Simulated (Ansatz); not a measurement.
**Resistivity from frozen vibrations: Rh(111) with 4 thermally displaced layers, 2x2**

Aim: the resistivity of Rh at 180 K from frozen thermal displacements between perfect leads.

Calculated with Ansatz 0.2.0; Ansatz plane-wave DFT, PBE, PAW files; ballistic transport by layer matching (Landauer), zero bias; PAW set soft_1.

This is a report of a sequence of runs, with most program output left out.

## (1) Set-up

The cell holds 40 atoms: 40 Rh. Cell: a = 5.378 Å, b = 5.378 Å, c = 22.012 Å, α = 93.5°, β = 86.5°, γ = 120.0°. It derives from Rh. Regions: lead, 24 atoms (24 Rh); scattering region, 16 atoms (16 Rh). The structure is stacked along c, and the current runs across the ab planes.

## (2) With 4 displaced layers

Each atom of 4 layers is moved at random, by amounts drawn from a normal law 0.0362 Å wide in each direction from the Debye model (480 K) at 180 K. The layers about the cell's end stay perfect and serve as the lead. Disorder leaves little or no symmetry, which makes such runs dear. Energies from -0.05 to 0.05 eV in steps of 0.05 eV are too few for the program's thermal sum, so it prints no conductance; for a metal the transmission near the Fermi level serves, at a fraction of the cost.

Input file input.yaml:

```yaml
crystal:
  lattice:
    - [5.3783955991, 0.0, 0.0]
    - [-2.6891977995, 4.6578272204, 0.0]
    - [1.3445988998, -0.7763045367, 21.9572080876]
  atoms:
    - { symbol: Rh, position: [0.9916666667, 0.0083333333, 0.05] }
    - { symbol: Rh, position: [0.9916666667, 0.5083333333, 0.05] }
    - { symbol: Rh, position: [0.4916666667, 0.0083333333, 0.05] }
    - { symbol: Rh, position: [0.4916666667, 0.5083333333, 0.05] }
    - { symbol: Rh, position: [0.1416666667, 0.3583333333, 0.15] }
    - { symbol: Rh, position: [0.1416666667, 0.8583333333, 0.15] }
    - { symbol: Rh, position: [0.6416666667, 0.3583333333, 0.15] }
    - { symbol: Rh, position: [0.6416666667, 0.8583333333, 0.15] }
[... 28 atom lines left out ...]
    - { symbol: Rh, position: [0.8416666667, 0.1583333333, 0.95] }
    - { symbol: Rh, position: [0.8416666667, 0.6583333333, 0.95] }
    - { symbol: Rh, position: [0.3416666667, 0.1583333333, 0.95] }
    - { symbol: Rh, position: [0.3416666667, 0.6583333333, 0.95] }
kpoints:
  mp_grid: { grid: [5, 5, 1] }
hamiltonian:
  xc: pbe
  pseudopotentials: { kind: paw, azcp: { folder: soft_1 } }
scf:
  occupations: { method: fermi_dirac, width: 0.1 }
output:
  transmission:
    leads: [[0, 4]]
    kmesh: [10, 10]
    e_range: [-0.05, 0.05]
    de: 0.05
  write_potential: true
  write_density: true
  volumetric_format: npy
  elf: true
```

Started as:

```console
> ansatz run input.yaml --threads 4 --pin off --max-ram 15360MiB --backend cpu --events-out ev --progress --plain --runs-dir out
```

Run time: 7.9 min. Hardware: 4 threads of Arm Neoverse V1, shared host; peak memory 5 GiB; 29 min of CPU time.

Numbers from this step:

| Quantity | Value |
| --- | --- |
| free energy | -256118.0796 eV |
| energy at zero smearing | -256117.2160 eV |
| Fermi energy | 22.41 eV |
| cell area | 25.05 Å² |
| transmission per spin nearest the Fermi level | 6.677 |
| open channels per spin nearest the Fermi level | 7.2 |
| step of the lead's potential | 4.2 meV |

Per spin. The transmission, zone mean by energy, zero at the Fermi level:

| energy (eV) | transmission, zone mean |
| --- | --- |
| -0.0500 | 6.47 |
| 0.0000 | 6.68 |
| 0.0500 | 6.70 |

Per spin. Table of open channels, zone mean, lead by energy, zero at the Fermi level:

| energy (eV) | open channels, zone mean, lead |
| --- | --- |
| -0.0500 | 6.72 |
| 0.0000 | 7.2 |
| 0.0500 | 7.08 |

Transmission over k1 and k2. At 0.0000 eV from the Fermi level.

Ten even steps from '0' (5.8) to '9' (11.8):
```
0003000050
1010010155
1300100310
0001551000
0010595010
0000155100
1013001003
1551010010
0050000300
0011000110
```
Columns: k1 (b1) from -0.5 to 0.4; rows upwards: k2 (b2) from -0.5 to 0.4.

Open channels over k1 and k2. At 0.0000 eV from the Fermi level.

Ten even steps from '_' (6.0) to '@' (12.0):
```
______**________**__
..__..----..__..****
..**--__..__--**..__
____--..++++..--____
____..__++@@++__..__
______--..++++..--__
..__..**--__..__--**
..****..__..----..__
____**________**____
____....______....__
```
Columns: k1 (b1) from -0.5 to 0.4; rows upwards: k2 (b2) from -0.5 to 0.4.

ELF in the ca plane at fractional y = 0.416, with atoms of Rh within 0.2 Å of it. It is the smooth field of the valence electrons, not physical close to the nuclei.

Ten even steps from '0' (0.18) to '9' (0.75), each cell a mean:
```
11000011000144311145410001100001111268851100
01000011001256510111100024310012200023311112
44300001000145310011100135311012310001111147
88620111000011101245410023210011100001111157
99730111000001110489840101000001111134311135
77620111000001110589850111000001110278741101
23200001000011010378730110000001110379961111
11000011000134211123311011100001110268751100
11000011001256510100000134310001100024311112
44300011000145410000000145310001100001001146
88620111000011101133200012200001100001111157
99730111000000110478720100000000000134311135
78620111000001111599840111000001110278741101
23200001000011011489840111000001110379961111
```
Columns run along c (16.0 Å, from fractional 0.14 to 0.86 of the cell), rows up along a (5.4 Å). Atoms in or near the plane, at fractional coordinates: Rh at (0.45, 0.08), Rh at (0.45, 0.60), Rh at (0.75, 0.04), Rh at (0.75, 0.54).

Electrostatic potential energy in the ca plane at fractional y = 0.416, with atoms of Rh within 0.2 Å of it. With pseudopotentials it is smooth inside the atoms' cores, unlike the true potential.

Ten even steps from '0' (-48 eV) to '9' (25 eV), each cell a mean:
```
99999988899854689854589988899998999730148999
99999987899743489998999875689987799975579976
54799998999854689988999864589976689999999852
10379999999988899754589976689987799998999841
00169999999999998410159998999999999864589863
21379999999999998400048999999999999620148987
66799999999988999620159999999999999610037999
99999988899855689865689987899999999731148999
88999987899743589999999865689998899975579976
55799998999754589999999864589987899999999852
10379999999987899865799976789998899998999841
00169999999999998510269999999999999865589863
21379999999999998300049999999999999620148997
66799999999988898410159999999999999610037999
```
Columns run along c (16.0 Å, from fractional 0.14 to 0.86 of the cell; values clipped at the 3rd and 97th percentile), rows up along a (5.4 Å). Atoms in or near the plane, at fractional coordinates: Rh at (0.45, 0.08), Rh at (0.45, 0.60), Rh at (0.75, 0.04), Rh at (0.75, 0.54).

Valence density in the ca plane at fractional y = 0.416, with atoms of Rh within 0.2 Å of it. It is the smooth field of the valence electrons, not physical close to the nuclei.

Ten even steps from '0' (0 e/Å³) to '9' (13 e/Å³), each cell a mean:
```
00000000000011100012100000000000000025410000
00000000000022100000000001000000000001100000
11000000000011100000000011100000000000000013
55300000000000000012100000000000000000000024
67410000000000000157510000000000000011100002
34200000000000000279720000000000000036510000
01000000000000000146410000000000000148720000
00000000000011000001100000000000000025410000
00000000000022100000000001100000000001100000
11000000000012100000000011100000000000000013
55300000000000000011000000000000000000000024
77410000000000000145300000000000000001100002
34200000000000000279610000000000000036510000
01000000000000000157510000000000000148730000
```
Columns run along c (16.0 Å, from fractional 0.14 to 0.86 of the cell), rows up along a (5.4 Å). Atoms in or near the plane, at fractional coordinates: Rh at (0.45, 0.08), Rh at (0.45, 0.60), Rh at (0.75, 0.04), Rh at (0.75, 0.54).

Over the solved energies the transmission per spin lies between 6.47 and 6.70, out of 7 channels of the lead on average (up to 7.2).

## (3) With 8 displaced layers

Each atom of 8 layers is moved at random, by amounts drawn from a normal law 0.0362 Å wide in each direction from the Debye model (480 K) at 180 K. A fresh draw is used; the growth of the resistance with length is what counts.

System of this step: Rh(111) with 8 thermally displaced layers, 2x2. The cell holds 56 atoms: 56 Rh. Cell: a = 5.378 Å, b = 5.378 Å, c = 30.779 Å, α = 87.5°, β = 92.5°, γ = 120.0°. It derives from Rh. Regions: lead, 24 atoms (24 Rh); scattering region, 32 atoms (32 Rh). The structure is stacked along c, and the current runs across the ab planes.

Input file input.yaml:

```yaml
crystal:
  lattice:
    - [5.3783955991, 0.0, 0.0]
    - [-2.6891977995, 4.6578272204, 0.0]
    - [-1.3445988998, 0.7763045367, 30.7400913226]
  atoms:
    - { symbol: Rh, position: [0.005952381, 0.994047619, 0.0357142857] }
    - { symbol: Rh, position: [0.005952381, 0.494047619, 0.0357142857] }
    - { symbol: Rh, position: [0.505952381, 0.994047619, 0.0357142857] }
    - { symbol: Rh, position: [0.505952381, 0.494047619, 0.0357142857] }
    - { symbol: Rh, position: [0.1845238095, 0.3154761905, 0.1071428571] }
    - { symbol: Rh, position: [0.1845238095, 0.8154761905, 0.1071428571] }
    - { symbol: Rh, position: [0.6845238095, 0.3154761905, 0.1071428571] }
    - { symbol: Rh, position: [0.6845238095, 0.8154761905, 0.1071428571] }
[... 44 atom lines left out ...]
    - { symbol: Rh, position: [0.3273809524, 0.1726190476, 0.9642857143] }
    - { symbol: Rh, position: [0.3273809524, 0.6726190476, 0.9642857143] }
    - { symbol: Rh, position: [0.8273809524, 0.1726190476, 0.9642857143] }
    - { symbol: Rh, position: [0.8273809524, 0.6726190476, 0.9642857143] }
kpoints:
  mp_grid: { grid: [5, 5, 1] }
hamiltonian:
  xc: pbe
  pseudopotentials: { kind: paw, azcp: { folder: soft_1 } }
scf:
  occupations: { method: fermi_dirac, width: 0.1 }
output:
  transmission:
    leads: [[0, 4]]
    kmesh: [10, 10]
    e_range: [-0.05, 0.05]
    de: 0.05
  write_potential: true
  write_density: true
  volumetric_format: npy
```

The job ended after 15 min (4 threads; peak memory 8.6 GiB; 55 min of CPU time).

Numbers from this step:

* free energy: -358564.8637 eV
* energy at zero smearing: -358563.6068 eV
* Fermi energy: 22.42 eV
* transmission per spin nearest the Fermi level: 6.248
* step of the lead's potential: 2.5 meV

Per spin. Transmission, zone mean against energy, zero at the Fermi level:

| energy (eV) | transmission, zone mean |
| --- | --- |
| -0.0500 | 6.07 |
| 0.0000 | 6.25 |
| 0.0500 | 6.24 |

Over the solved energies the transmission per spin lies between 6.07 and 6.25, out of 7 channels of the lead on average (up to 7.2).

## (4) With 12 displaced layers

Each atom of 12 layers is moved at random, by amounts drawn from a normal law 0.0362 Å wide in each direction from the Debye model (480 K) at 180 K. A fresh draw is used; the growth of the resistance with length is what counts.

System of this step: Rh(111) with 12 thermally displaced layers, 2x2. The cell holds 72 atoms: 72 Rh. Its edges and angles: a = 5.378 Å, b = 5.378 Å, c = 39.523 Å, α = 90.0°, β = 90.0°, γ = 120.0°. It derives from Rh. Regions: lead, 24 atoms (24 Rh); scattering region, 48 atoms (48 Rh). The structure is stacked along c, and the current runs across the ab planes.

Input file input.yaml:

```yaml
crystal:
  lattice:
    - [5.3783955991, 0.0, 0.0]
    - [-2.6891977995, 4.6578272204, 0.0]
    - [0.0, 0.0, 39.5229745576]
  atoms:
    - { symbol: Rh, position: [0.0, 0.0, 0.0277777778] }
    - { symbol: Rh, position: [0.0, 0.5, 0.0277777778] }
    - { symbol: Rh, position: [0.5, 0.0, 0.0277777778] }
    - { symbol: Rh, position: [0.5, 0.5, 0.0277777778] }
    - { symbol: Rh, position: [0.1666666667, 0.3333333333, 0.0833333333] }
    - { symbol: Rh, position: [0.1666666667, 0.8333333333, 0.0833333333] }
    - { symbol: Rh, position: [0.6666666667, 0.3333333333, 0.0833333333] }
    - { symbol: Rh, position: [0.6666666667, 0.8333333333, 0.0833333333] }
[... 60 atom lines left out ...]
    - { symbol: Rh, position: [0.3333333333, 0.1666666667, 0.9722222222] }
    - { symbol: Rh, position: [0.3333333333, 0.6666666667, 0.9722222222] }
    - { symbol: Rh, position: [0.8333333333, 0.1666666667, 0.9722222222] }
    - { symbol: Rh, position: [0.8333333333, 0.6666666667, 0.9722222222] }
kpoints:
  mp_grid: { grid: [5, 5, 1] }
hamiltonian:
  xc: pbe
  pseudopotentials: { kind: paw, azcp: { folder: soft_1 } }
scf:
  occupations: { method: fermi_dirac, width: 0.1 }
output:
  transmission:
    leads: [[0, 4]]
    kmesh: [10, 10]
    e_range: [-0.05, 0.05]
    de: 0.05
  write_potential: true
  write_density: true
  volumetric_format: npy
```

Wall time 24 min (4 threads); peak memory 7.4 GiB.

This step gave:

- free energy: -461011.7067 eV
- energy at zero smearing: -461010.1204 eV
- transmission per spin nearest the Fermi level: 5.788
- step of the lead's potential: 3.8 meV

Per spin. Table of transmission, zone mean by energy, zero at the Fermi level:

| energy (eV) | transmission, zone mean |
| --- | --- |
| -0.0500 | 5.65 |
| 0.0000 | 5.79 |
| 0.0500 | 5.85 |

Over the solved energies the transmission per spin lies between 5.65 and 5.85, out of 7 channels of the lead on average (up to 7.2).

## (5) Resistance against length

This step: Ansatz plane-wave DFT, PBE, PAW files; ballistic transport by layer matching (Landauer), zero bias; resistivity from the slope of the area resistance; PAW set soft_1 (Ansatz 0.2.0).

This step gave:

```
resistivity           : 4.104 µΩ cm
intercept             : -0.009735 fΩ m²
scatter about the fit : 9.35e-4 fΩ m²
```

Resistance, by row:

| run | length (Å) | T | channels N | RA (fΩ m²) |
| --- | --- | --- | --- | --- |
| n4 | 8.783 | 6.614 | 7 | 0.02697 |
| n8 | 17.57 | 6.183 | 7 | 0.06104 |
| n12 | 26.35 | 5.764 | 7 | 0.09907 |

Table of area resistance by length of the displaced region:

| length of the displaced region (Å) | area resistance (fΩ m²) |
| --- | --- |
| 8.78 | 0.0270 |
| 17.57 | 0.0610 |
| 26.35 | 0.0991 |

The area resistance goes from 0.027 to 0.099 fΩ m² between 8.8 and 26.3 Å, a slope of 4.1 µΩ cm.

By hand from the end points: (0.09907 − 0.02697) fΩ m² / (26.35 − 8.78) Å = 4.1 µΩ cm, since 1 fΩ m² per Å is 1000 µΩ cm.

## (6) What came out

| Property | Result |
| --- | --- |
| resistivity from the slope | 4.10 µΩ cm |
| area resistance over 8.78 Å | 0.0270 fΩ m² |
| area resistance over 17.6 Å | 0.0610 fΩ m² |
| area resistance over 26.3 Å | 0.0991 fΩ m² |

**Reading.** The slope gives 4.1 µΩ cm. The points scatter by 9.3e-4 fΩ m² about the line, with one random draw a length in a 2x2 cell, so the slope is a rough value. The mean square of the displacements drawn is 0.78, 0.99 and 1.2 of the nominal one at the three lengths; with each resistance scaled back by that, the slope is 2.8 µΩ cm, the value used below. Read with a model of isotropic scattering on a spherical Fermi surface and the lead's 2.2×10¹⁵ S/m², this slope means a mean free path near 142 Å; over these lengths the model's slope is 1.16 times its bulk resistivity, which would be 2.4 µΩ cm. Uncorrelated displacements put too much weight on short waves, which scatter strongly; with the sideways repeat of a small cell, one draw and three short lengths, the method is good to a factor of two or three.

[Logs are printed without paths, hosts, clocks, repeated set-up lines and the standing remarks that a program may print on its own settings, such as how far it seeks lower states.]

[Hosts, paths, dates, database ids (printed as entryN), source tags and the programs' standing remarks are cut or masked in the printed files.]
